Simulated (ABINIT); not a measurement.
# Quasiparticle gap of MgO (Fm-3m) in ABINIT, part 2 of 3

Wanted: ground state, empty states, screening and self-energy for MgO (Fm-3m).

ABINIT 10.8.3; PBE and many-body steps on it, plane waves. Known limits of the many-body steps: not at the basis limit.

So far. Step 2 (Ground state): The gap is direct, at Γ.

## Step 3: Bands along the symmetry lines

Level of this step: DFT, PBE, plane waves, norm-conserving pseudopotentials (ABINIT).

The cheap functional maps the bands first; the places of the edges decide which points the dearer methods must see.

File run.abi:

```
acell 3*1.0 Angstrom
rprim 
  -0.000000000000 2.097001392700 2.097001392700
  2.097001392700 -0.000000000000 2.097001392700
  2.097001392700 2.097001392700 -0.000000000000
ntypat 2
znucl 12 8
natom 2
typat 1 2
xred 
  0.000000000000 0.000000000000 0.000000000000
  0.500000000000 0.500000000000 0.500000000000
pp_dirpath "pseudos"
pseudos "Mg.upf, O.upf"
ecut 38
iscf -2
irdden 1
kptopt 0
nkpt 50
kpt 
  0.00000000 0.00000000 0.00000000
  0.06250000 0.00000000 0.06250000
  0.12500000 0.00000000 0.12500000
  0.18750000 0.00000000 0.18750000
  0.25000000 0.00000000 0.25000000
  0.31250000 0.00000000 0.31250000
  0.37500000 0.00000000 0.37500000
  0.43750000 0.00000000 0.43750000
  0.50000000 0.00000000 0.50000000
  0.51562500 0.03125000 0.51562500
  0.53125000 0.06250000 0.53125000
  0.54687500 0.09375000 0.54687500
  0.56250000 0.12500000 0.56250000
  0.57812500 0.15625000 0.57812500
  0.59375000 0.18750000 0.59375000
  0.60937500 0.21875000 0.60937500
  0.62500000 0.25000000 0.62500000
  0.37500000 0.37500000 0.75000000
  0.32812500 0.32812500 0.65625000
  0.28125000 0.28125000 0.56250000
  0.23437500 0.23437500 0.46875000
  0.18750000 0.18750000 0.37500000
  0.14062500 0.14062500 0.28125000
  0.09375000 0.09375000 0.18750000
  0.04687500 0.04687500 0.09375000
  0.00000000 0.00000000 0.00000000
  0.06250000 0.06250000 0.06250000
  0.12500000 0.12500000 0.12500000
  0.18750000 0.18750000 0.18750000
  0.25000000 0.25000000 0.25000000
  0.31250000 0.31250000 0.31250000
  0.37500000 0.37500000 0.37500000
  0.43750000 0.43750000 0.43750000
  0.50000000 0.50000000 0.50000000
  0.50000000 0.46875000 0.53125000
  0.50000000 0.43750000 0.56250000
  0.50000000 0.40625000 0.59375000
  0.50000000 0.37500000 0.62500000
  0.50000000 0.34375000 0.65625000
  0.50000000 0.31250000 0.68750000
  0.50000000 0.28125000 0.71875000
  0.50000000 0.25000000 0.75000000
  0.50000000 0.21875000 0.71875000
  0.50000000 0.18750000 0.68750000
  0.50000000 0.15625000 0.65625000
  0.50000000 0.12500000 0.62500000
  0.50000000 0.09375000 0.59375000
  0.50000000 0.06250000 0.56250000
  0.50000000 0.03125000 0.53125000
  0.50000000 0.00000000 0.50000000
istwfk *1
nband 15
nbdbuf 2
tolwfr 1e-08
nstep 40
prtwf 0
prtvol 0
indata_prefix "in"
outdata_prefix "out"
tmpdata_prefix "tmp"
```

The run is started by

```console
$ OMP_NUM_THREADS=1 mpirun -n 8 abinit run.abi > log
```

Numbers of over 12 decimals in the logs are rounded to 6 here.

The program printed:

```text
.Version 10.8.3 of ABINIT. v10.8.2 released Aug 2026.

 Symmetries : space group Fm -3 m (#225); Bravais cF (face-center cubic)
[... echo of the input left out ...]
== DATASET  1 ==================================================================
-   mpi_nproc: 8, omp_nthreads: 1 (-1 if OMP is not activated)

--- !DatasetInfo
iteration_state: {dtset: 1, }
dimensions: {natom: 2, nkpt: 50, mband: 15, nsppol: 1, nspinor: 1, nspden: 1, mpw: 1411, }
cutoff_energies: {ecut:  38.0, pawecutdg:  -1.0, }
electrons: {nelect:   1.60000000E+01, charge:   0.00000000E+00, occopt:   1.00000000E+00, tsmear:   1.00000000E-02, }

 Real(R)+Recip(G) space primitive vectors, cartesian coordinates (Bohr,Bohr^-1):
 R(1)=  0.0000000  3.9627583  3.9627583  G(1)= -0.1261747  0.1261747  0.1261747
 R(2)=  3.9627583  0.0000000  3.9627583  G(2)=  0.1261747 -0.1261747  0.1261747
 R(3)=  3.9627583  3.9627583  0.0000000  G(3)=  0.1261747  0.1261747 -0.1261747
 Unit cell volume ucvol=  1.2445798E+02 bohr^3
 Angles (23,13,12)=  6.00000000E+01  6.00000000E+01  6.00000000E+01 degrees

 getcut: wavevector=  0.0000  0.0000  0.0000  ngfft=  32  32  32
         ecut(hartree)=     38.000   => boxcut(ratio)=   2.05769

--- Pseudopotential description ------------------------------------------------
- Mg Generated using ONCVPSP code by D. R. Hamann
- 12.00000  10.00000  171031                  znucl, zion, pspdat
12 -101130 1 -1 1510                          pspcod,pspxc,lmax,lloc,mmax
     nproj     2     2     0
  pspatm : epsatm=    9.22893308
         --- l  ekb(1:nproj) -->
             0    2.250005   -0.808630
             1   -6.469357   -2.503313
 pspatm: atomic psp has been read  and splines computed

- O Generated using ONCVPSP code by D. R. Hamann
-  8.00000   6.00000  171031                  znucl, zion, pspdat
12 -101130 2 -1 936                           pspcod,pspxc,lmax,lloc,mmax
     nproj     2     2     1
  pspatm : epsatm=    6.19545534
         --- l  ekb(1:nproj) -->
             0    6.056735    0.824024
[...]
2   -1.331955
 pspatm: atomic psp has been read  and splines computed

--------------------------------------------------------------------------------

================================================================================
 prteigrs : about to open file out_EIG
 Non-SCF case, kpt    1 (  0.00000  0.00000  0.00000), residuals and eigenvalues=
  3.62E-09  2.32E-09  3.41E-09  4.94E-09  9.15E-09  1.91E-09  5.29E-09  8.93E-09
  4.40E-09  1.83E-09  8.92E-09  2.29E-09  6.87E-09  3.16E-08  2.61E-07
 -2.4797E+00 -1.2578E+00 -1.2578E+00 -1.2578E+00 -4.5613E-01  1.7790E-01
  1.7790E-01  1.7790E-01  3.5778E-01  7.6721E-01  7.6721E-01  7.6721E-01
[...]
Non-SCF case, kpt    2 (  0.06250  0.00000  0.06250), residuals and eigenvalues=
  3.02E-09  8.62E-09  1.99E-09  6.39E-09  3.31E-09  3.28E-09  1.66E-09  3.81E-09
[...]
3.33E-09  1.27E-09  8.65E-10  3.46E-09  1.92E-09  1.81E-09  5.31E-09  4.86E-09
  4.55E-09  6.95E-10  6.38E-09  1.73E-09  4.85E-09  4.94E-08  4.13E-07
[...]
Non-SCF case, kpt   49 (  0.50000  0.03125  0.53125), residuals and eigenvalues=
[...]
Non-SCF case, kpt   50 (  0.50000  0.00000  0.50000), residuals and eigenvalues=
[...]
-2.4793E+00 -1.2606E+00 -1.2589E+00 -1.2589E+00 -3.9813E-01  2.7623E-02
  1.2827E-01  1.2827E-01  5.1764E-01  5.5107E-01  6.6414E-01  8.8312E-01
[...]
--- !ResultsGS
iteration_state: {dtset: 1, }
comment   : Summary of ground state results
lattice_vectors:
- [ -0.0000000,   3.9627583,   3.9627583, ]
- [  3.9627583,  -0.0000000,   3.9627583, ]
- [  3.9627583,   3.9627583,  -0.0000000, ]
lattice_lengths: [   5.60419,    5.60419,    5.60419, ]
lattice_angles: [ 60.000,  60.000,  60.000, ] # degrees, (23, 13, 12)
lattice_volume:   1.2445798E+02
convergence: {deltae:  0.000E+00, res2:  0.000E+00, residm:  9.981E-09, diffor:  0.000E+00, }
etotal    :  -7.60504444E+01
entropy   :   0.00000000E+00
fermie    :   1.77897150E-01
cartesian_stress_tensor: null
pressure_GPa: null
xred      :
- [  0.0000E+00,   0.0000E+00,   0.0000E+00, Mg]
- [  5.0000E-01,   5.0000E-01,   5.0000E-01,  O]
cartesian_forces: null
force_length_stats: {min: null, max: null, mean: null, }

 Integrated electronic density in atomic spheres:
 ------------------------------------------------
 Atom  Sphere_radius  Integrated_density
[...]
================================================================================

 ----iterations are completed or convergence reached----

 Mean square residual over all n,k,spin=   35.766E-10; max=  99.810E-10
 reduced coordinates (array xred) for    2 atoms
       0.000000000000      0.000000000000      0.000000000000
       0.500000000000      0.500000000000      0.500000000000

 cartesian coordinates (angstrom) at end:
    1      0.000000     0.000000     0.000000
    2      2.097001     2.097001     2.097001
 length scales=  1.889726125908  1.889726125908  1.889726125908 bohr
              =  1.000000000000  1.000000000000  1.000000000000 angstroms
 prteigrs : about to open file out_EIG
 Eigenvalues (hartree) for nkpt=  50  k points:
 kpt#   1, nband= 15, wtk=  1.00000, kpt=  0.0000  0.0000  0.0000 (reduced coord)
[...]
kpt#   2, nband= 15, wtk=  1.00000, kpt=  0.0625  0.0000  0.0625 (reduced coord)
[...]
kpt#   3, nband= 15, wtk=  1.00000, kpt=  0.1250  0.0000  0.1250 (reduced coord)
[...]
kpt#  49, nband= 15, wtk=  1.00000, kpt=  0.5000  0.0313  0.5313 (reduced coord)
  -2.47926   -1.26059   -1.25893   -1.25892   -0.39804    0.02832    0.12683    0.12764
   0.51993    0.55330    0.66333    0.87823    0.88457    1.12988    1.18625
 kpt#  50, nband= 15, wtk=  1.00000, kpt=  0.5000  0.0000  0.5000 (reduced coord)
  -2.47926   -1.26059   -1.25891   -1.25891   -0.39813    0.02762    0.12827    0.12827
   0.51764    0.55107    0.66414    0.88312    0.88312    1.12685    1.18428

== END DATASET(S) ==============================================================
================================================================================

 -outvars: echo values of variables after computation  --------
            nband          15
             nkpt          50
          spgroup         225
 [... the other variables as echoed above ...]

 Calculation completed.
```

Wall time 4.5 s (8 MPI ranks of Arm Neoverse N1, shared host); peak memory 0.45 GiB.

Numbers from this step:

```yaml
gap: 4.895 eV
k_of_the_valence_top: 0, 0, 0
k_of_the_conduction_bottom: 0, 0, 0
least_direct_gap: 4.895 eV
```

The gap is 4.895 eV, as in the run before at this level.

The electronic bands at the labelled points (eV, zero at the top of the highest filled band; v1 is the highest filled band, c1 the lowest empty one):

| point | v4 | v3 | v2 | v1 | c1 | c2 | c3 | c4 |
| --- | --- | --- | --- | --- | --- | --- | --- | --- |
| Γ | -17.25 | 0.00 | 0.00 | 0.00 | 4.89 | 16.04 | 16.04 | 16.04 |
| halfway | -16.47 | -2.63 | -0.74 | -0.74 | 8.23 | 11.31 | 15.69 | 17.68 |
| X | -15.67 | -4.09 | -1.35 | -1.35 | 9.24 | 10.15 | 13.23 | 19.19 |
| halfway | -15.66 | -3.94 | -1.80 | -1.30 | 9.63 | 10.67 | 13.07 | 18.82 |
| U | -15.65 | -3.50 | -2.72 | -1.15 | 10.22 | 11.95 | 12.66 | 18.34 |
| jump to K | -15.65 | -3.50 | -2.72 | -1.15 | 10.22 | 11.95 | 12.66 | 18.34 |
| halfway | -16.39 | -2.94 | -1.18 | -0.39 | 8.32 | 12.13 | 15.56 | 18.15 |
| Γ | -17.25 | 0.00 | 0.00 | 0.00 | 4.89 | 16.04 | 16.04 | 16.04 |
| halfway | -16.63 | -2.66 | -0.34 | -0.34 | 7.24 | 12.72 | 16.87 | 16.87 |
| L | -15.90 | -4.64 | -0.65 | -0.65 | 8.02 | 12.76 | 16.49 | 16.49 |
| halfway | -15.76 | -4.02 | -1.94 | -0.99 | 9.80 | 12.34 | 13.67 | 17.10 |
| W | -15.61 | -2.96 | -2.96 | -1.78 | 11.77 | 11.77 | 12.35 | 15.74 |
| halfway | -15.64 | -3.79 | -1.90 | -1.57 | 10.13 | 11.04 | 12.89 | 17.56 |
| X | -15.67 | -4.09 | -1.35 | -1.35 | 9.24 | 10.15 | 13.23 | 19.19 |

The electronic bands as a text plot (rows in eV, shown from -8.0 to 10.9 only):

```
   10.5 |       ++ +++++  ++++                         +     ++++
    9.7 |         +++ ++++    ++                      +       ++
    8.9 |       ++   +                              ++          +
    8.1 |     ++                +              +++++
    7.4 |    +                   ++         +++
    6.6 |                          ++      +
    5.8 |  ++                            ++
    5.0 |++                          ++++
    4.2 |
    3.4 |
    2.6 |
    1.8 |
    1.1 |
    0.3 |**                        ********
   -0.5 | ******            **********  *  ***********
   -1.3 |  **   ************    *  **    **         ******   ****
   -2.1 |    *         **   **** **        *          **  ****
   -2.9 |     ****       ***    *           *           ****
   -3.7 |         *** **********             **       ***   ****
   -4.5 |            *                         *******          *
   -5.2 |
   -6.0 |
   -6.8 |
   -7.6 |
         Γ           X  U|K            Γ         L        W     X
```

## Step 4: Empty states on the mesh, 6×6×6 mesh, 100 bands

The sums over transitions need many empty states on a uniform mesh; this step solves for them.

File run.abi:

```
acell 3*1.0 Angstrom
rprim 
  -0.000000000000 2.097001392700 2.097001392700
  2.097001392700 -0.000000000000 2.097001392700
  2.097001392700 2.097001392700 -0.000000000000
ntypat 2
znucl 12 8
natom 2
typat 1 2
xred 
  0.000000000000 0.000000000000 0.000000000000
  0.500000000000 0.500000000000 0.500000000000
pp_dirpath "pseudos"
pseudos "Mg.upf, O.upf"
ecut 38
ngkpt 6 6 6
nshiftk 1
shiftk 0 0 0
kptopt 1
chksymbreak 0
irdden 1
istwfk *1
nband 100
prtvol 0
optdriver 6
gwr_task "HDIAGO"
paral_kgb 0
occopt 1
indata_prefix "in"
outdata_prefix "out"
tmpdata_prefix "tmp"
```

The program printed:

```text
[banner, memory and clock lines left out]
.Version 10.8.3 of ABINIT. v10.8.2 released Aug 2026.

 Symmetries : space group Fm -3 m (#225); Bravais cF (face-center cubic)
[... echo of the input left out ...]
== DATASET  1 ==================================================================
-   mpi_nproc: 8, omp_nthreads: 1 (-1 if OMP is not activated)

--- !DatasetInfo
iteration_state: {dtset: 1, }
dimensions: {natom: 2, nkpt: 16, mband: 100, nsppol: 1, nspinor: 1, nspden: 1, mpw: 1411, }
cutoff_energies: {ecut:  38.0, pawecutdg:  -1.0, }
electrons: {nelect:   1.60000000E+01, charge:   0.00000000E+00, occopt:   1.00000000E+00, tsmear:   1.00000000E-02, }

.Using double precision arithmetic; gwpc =  8

- Reading GS density from: in_DEN

--- Pseudopotential description ------------------------------------------------
- Mg Generated using ONCVPSP code by D. R. Hamann
- 12.00000  10.00000  171031                  znucl, zion, pspdat
12 -101130 1 -1 1510                          pspcod,pspxc,lmax,lloc,mmax
     nproj     2     2     0
  pspatm : epsatm=    9.22893308
         --- l  ekb(1:nproj) -->
             0    2.250005   -0.808630
             1   -6.469357   -2.503313
 pspatm: atomic psp has been read  and splines computed

- O Generated using ONCVPSP code by D. R. Hamann
-  8.00000   6.00000  171031                  znucl, zion, pspdat
12 -101130 2 -1 936                           pspcod,pspxc,lmax,lloc,mmax
     nproj     2     2     1
  pspatm : epsatm=    6.19545534
         --- l  ekb(1:nproj) -->
             0    6.056735    0.824024
             1   -4.717130   -1.149271
             2   -1.331955
 pspatm: atomic psp has been read  and splines computed

   2.46790215E+02                                ecore*ucvol(ha*bohr**3)

 Total charge density [el/Bohr^3]
)     Maximum=    3.3940E+00  at reduced coord.    0.0625    0.9375    0.9688
)     Minimum=    1.0142E-02  at reduced coord.    0.2500    0.2500    0.2500
   Integrated=    1.6000E+01

 === KS gaps after direct diagonalization ===
 Direct band gap semiconductor
 Fundamental gap:     4.895 (eV)
   VBM:     4.841 (eV) at k: [ 0.0000E+00,  0.0000E+00,  0.0000E+00]
   CBM:     9.736 (eV) at k: [ 0.0000E+00,  0.0000E+00,  0.0000E+00]
 Direct gap:         4.895 (eV) at k: [ 0.0000E+00,  0.0000E+00,  0.0000E+00]

== END DATASET(S) ==============================================================

 -outvars: echo values of variables after computation  --------
           etotal      0.0000000000E+00
            nband         100
             nkpt          16
          spgroup         225
 [... the other variables as echoed above ...]

 Calculation completed.
```

It took 15 s on 8 MPI ranks; peak memory 1.3 GiB.

This step gave:

```
gap                                                           : 4.895 eV
k of the valence top                                          : 0, 0, 0
k of the conduction bottom                                    : 0, 0, 0
least direct gap                                              : 4.895 eV
k points computed                                             : 16
lowest point of the top converged band, above the valence top : 144.9583 eV
```

On this mesh the gap is 4.895 eV.

## Step 5: Screening, 6×6×6 mesh, 92 bands, screening to 217.7 eV

The RPA dielectric matrix is built and inverted for each q.

This step: RPA screening on PBE, plane waves, norm-conserving pseudopotentials.

Edit run.abi of step 4 so:

```diff
@@ -20,10 +20,11 @@
 chksymbreak 0
-irdden 1
 istwfk *1
-nband 100
-prtvol 0
-optdriver 6
-gwr_task "HDIAGO"
-paral_kgb 0
 occopt 1
+irdwfk 1
+optdriver 3
+nband 92
+ecuteps 8
+inclvkb 2
+awtr 1
+symchi 1
 indata_prefix "in"
```

The program printed:

```text
.Version 10.8.3 of ABINIT. v10.8.2 released Aug 2026.

 Symmetries : space group Fm -3 m (#225); Bravais cF (face-center cubic)
[... echo of the input left out ...]
== DATASET  1 ==================================================================
-   mpi_nproc: 8, omp_nthreads: 1 (-1 if OMP is not activated)

--- !DatasetInfo
iteration_state: {dtset: 1, }
dimensions: {natom: 2, nkpt: 16, mband: 92, nsppol: 1, nspinor: 1, nspden: 1, mpw: 1411, }
cutoff_energies: {ecut:  38.0, pawecutdg:  -1.0, }
electrons: {nelect:   1.60000000E+01, charge:   0.00000000E+00, occopt:   1.00000000E+00, tsmear:   1.00000000E-02, }

 SCREENING: Calculation of the susceptibility and dielectric matrices

 Based on a program developped by R.W. Godby, V. Olevano, G. Onida, and L. Reining.
 Incorporated in ABINIT by V. Olevano, G.-M. Rignanese, and M. Torrent.
.Using double precision arithmetic ; gwpc =  8

[... cell and pseudopotentials left out ...]
--------------------------------------------------------------------------------

 ==== K-mesh for the wavefunctions ====
 Number of points in the irreducible wedge :    16
[... list of points left out ...]
 Together with 48 symmetry operations and time-reversal symmetry
 yields   216 points in the full Brillouin Zone.

 ==== Q-mesh for the screening function ====
 Number of points in the irreducible wedge :    16
[... list of points left out ...]
 Together with 48 symmetry operations and time-reversal symmetry
 yields   216 points in the full Brillouin Zone.

 setmesh: FFT mesh size selected  =    24x   24x   24
          total number of points  =        13824

 vcoul_init : cutoff-mode = AUXILIARY_FUNCTION
 q-points for optical limit:   1
     1)      0.000010    0.000020    0.000030

- screening: taking advantage of time-reversal symmetry
- Maximum band index for partially occupied states nbvw = 8
- Remaining bands to be divided among processors   nbcw = 84
- Number of bands treated by each node ~10

 Number of electrons calculated from density =   16.0000; Expected =   16.0000
 average of density, n =  0.128557
 r_s =    1.2291
 omega_plasma =   34.5863 [eV]

 calculating chi0 at frequencies [eV] :
  1    0.000000E+00    0.000000E+00
  2    0.000000E+00    3.458631E+01

--------------------------------------------------------------------------------
  q-point number  1        q = ( 0.000000, 0.000000, 0.000000) [r.l.u.]
--------------------------------------------------------------------------------
[... chi0 elements left out ...]
 For q-point:  0.000010 0.000020 0.000030
  dielectric constant =   3.0179
  dielectric constant without local fields =   3.2355

  Average fulfillment of the sum rule on Im[epsilon] for q-point    1 :     71.12  [%]
[... wings left out ...]
  q-point number  2        q = ( 0.166667, 0.000000, 0.000000) [r.l.u.]
--------------------------------------------------------------------------------
[... chi0 elements left out ...]
  Average fulfillment of the sum rule on Im[epsilon] for q-point    2 :     85.73  [%]

 [... 14 further q-points ...]
```

Run time: 69 s. Hardware: 8 MPI ranks; peak memory 1.2 GiB.

Numbers from this step:

| Item | Value |
| --- | --- |
| ε∞ with local fields, on this mesh, along the program's q direction | 3.018 |
| the same without local fields | 3.236 |
| plasma frequency | 34.59 eV |
| plane waves in the screening matrix | 137 |

Local fields lower ε∞ by 7 %.

(Continued in part 3 of 3.)

[Paths, hosts, dates, memory and timing lines, banners, echoed tables and standing remarks are left out of the program output.]

[Logs are printed without paths, hosts, clocks, repeated set-up lines and the standing remarks that a program may print on its own settings, such as how far it seeks lower states.]

[Runs of the session that timed out or met a known fault of the program may be left out.]

[No measured gap is set beside runs whose start may be inverted or whose files or cutoffs have a known fault.]

[Hosts, paths, dates, database ids (printed as entryN), source tags and the programs' standing remarks are cut or masked in the printed files.]

[G0W0 gaps are taken among the corrected bands and points alone; a level outside them can change the order at an edge.]

[Where Ansatz stands beside ABINIT at settings called matched, ABINIT's density can come from a denser mesh and the files from another edition; pairs whose starting gaps differed by over 0.03 eV were left out, so agreement reads better than it is.]
